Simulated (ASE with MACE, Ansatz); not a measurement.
# H:Ge(100)-2x1 and germane: energies of the steps

Which steps of the reaction of germane with H:Ge(100)-2x1 release energy, and how far does that hang on the level of theory?

Calculated with Ansatz 0.2.0: Kohn-Sham DFT, PBE+D3(BJ), PAW (set soft_2), plane waves; cutoff 420 eV, fermi-dirac smearing of 0.025 eV (for the slabs). Every cell is relaxed with this functional, then solved at fixed geometry with r2SCAN+D4, PBE and RPBE+D3(BJ). Cutoffs: 420 eV for PBE+D3(BJ), PBE and RPBE+D3(BJ); 500 eV for r2SCAN+D4.

**The cells**

The cell holds 96 atoms: 60 Ge and 36 H. Its edges and angles: a = 16.292 Å, b = 12.219 Å, c = 23.953 Å, α = 90.0°, β = 90.0°, γ = 90.0°. It derives from Ge (H:Ge(100)-2x1). The starting structure: Diamond Ge(100), 4 x 3 surface cells, five layers, dimers with one H on each atom, bottom capped by H (lattice constants typed as starting values near PBE's), about 15 Å of vacuum, lower atoms held. Vacuum lies along c. 48 atoms are held.

- Germane on H:Ge(100)-2x1: one whole molecule of germane lowered over an Ge-H group, eased by MACE.
- Germane after losing H2 on H:Ge(100)-2x1: the H of one Ge-H group replaced by the Ge fragment of germane less one ligand, eased by MACE.

Molecules sit alone in boxes of 11 to 14 Å, at Γ at every level, with a smearing of 0.01 eV.

The input of the single point on the relaxed bare surface:

```yaml
crystal:
  lattice:
    - [16.29174, 0.0, 0.0]
    - [0.0, 12.21881, 0.0]
    - [0.0, 0.0, 23.95266]
  atoms:
    - { symbol: Ge, position: [0.0, 0.0, 0.07887] }
    - { symbol: Ge, position: [0.125, 0.0, 0.13899] }
    - { symbol: Ge, position: [0.125, 0.16667, 0.19345] }
    - { symbol: Ge, position: [0.00589, 0.16667, 0.25604] }
    [... 90 atom lines left out ...]
    - { symbol: H, position: [0.73383, 0.33333, 0.36842] }
    - { symbol: H, position: [0.73383, 0.66667, 0.36842] }
kpoints:
  mp_grid: { grid: [1, 1, 1] }
hamiltonian:
  xc: pbe
  dispersion: d3bj
scf:
  occupations: { method: fermi_dirac, width: 0.025 }
output:
  forces: true
  populations: true
  dos:
    method: { smearing: { sigma: 0.08 } }
    de: 0.1
    projected: { site_lists: { Ge: [Ge], H: [H] } }
  eigenvalues: true
  write_density: true
  write_potential: true
  volumetric_format: npy
```

| cell | formula | k-mesh | relaxation steps | gain on relaxing (eV) | free energy, PBE+D3(BJ) (eV) | Kohn-Sham gap (eV) | time of its runs on this page |
| --- | --- | --- | --- | --- | --- | --- | --- |
| H:Ge(100)-2x1 | Ge60H36 | 1×1×1 | 3 | 0.42 | -258267.597 | 1.24 | 38 s |
| germane on H:Ge(100)-2x1 | Ge61H40 | 1×1×1 | 3 | 0.60 | -262625.694 | 1.24 | 35 s |
| germane after losing H2 on H:Ge(100)-2x1 | Ge61H38 | 1×1×1 | 10 | 0.84 | -262594.297 | 1.25 | 45 s |
| H2 | H2 | 1×1×1 | 4 | 0.02 | -31.747 | 10.19 | 16 s |
| germane | GeH4 | 1×1×1 | 3 | 0.03 | -4357.969 | 7.48 | 18 s |

The gap is that between the highest filled and lowest empty Kohn-Sham level; a dash marks none computed or no clear gap.

**Reaction energies**

Products less reactants, from the free energies above and their like at the other levels, in eV; negative values release energy:

| change | PBE+D3(BJ) | r2SCAN+D4 | PBE | RPBE+D3(BJ) |
| --- | --- | --- | --- | --- |
| adsorption of germane | -0.13 | -0.08 | -0.01 | -0.13 |
| ligand exchange: surface + germane → bound fragment + H2 | -0.48 | -0.39 | -0.28 | -0.78 |

Worked for the first row at PBE+D3(BJ): (-262625.694) − (-258267.597) − (-4357.969) = -0.129 eV (from unrounded energies).

**What the relaxations did**

Bonds are pairs closer than 1.18 times the sum of covalent radii; a bond counts as made or broken only if it crosses from under that bound to over 1.3 times, or back. All concern the added atoms.

| cell | bonds to the surface at the end | nearest contact (Å) | made in DFT | broken in DFT | largest move (Å) |
| --- | --- | --- | --- | --- | --- |
| germane on H:Ge(100)-2x1 | none | H–H 2.75 | none | none | 0.20 |
| germane after losing H2 on H:Ge(100)-2x1 | 1 Ge–Ge | Ge–Ge 2.45 | none | none | 1.01 |

**Findings**

Row 1 releases 0.13 eV at PBE+D3(BJ). The molecule stays whole, with no bond to the surface by this rule. At the same geometries the levels give -0.13 (PBE+D3(BJ)) to -0.01 eV (PBE) and the D3 term supplies -0.12 eV of it. Row 2 releases 0.48 eV at PBE+D3(BJ). At the same geometries the levels give -0.78 (RPBE+D3(BJ)) to -0.28 eV (PBE) and the D3 term supplies -0.20 eV of it. Counted from the adsorbed state, the exchange releases 0.35 eV, with the by-product taken away as gas.

Limits: These are static energies with no barriers, zero-point energy or heat. Where a gas molecule is taken up, its entropy is lost, which at room temperature and above is worth several tenths of an eV to over 1 eV a molecule and isn't counted. All slabs, the starting one too, were first eased by a machine-learned potential, and one starting arrangement a cell was relaxed; others may lie lower. Only one face is changed, and the cells carry no dipole correction. Levels with D3 or D4 differ in the size of their dispersion terms as well as in the functional. In some runs the program notes that positions were snapped to a detected symmetry and the exchange-correlation potential is rough where the density is thin. Spin–orbit coupling is left out; it splits the top valence bands of compounds with Ge, As, Se, Sb or Te and narrows their gaps.

[Logs are printed without paths, hosts, clocks, repeated set-up lines and the standing remarks that a program may print on its own settings, such as how far it seeks lower states.]

[Hosts, paths, dates, database ids (printed as entryN), source tags and the programs' standing remarks are cut or masked in the printed files.]
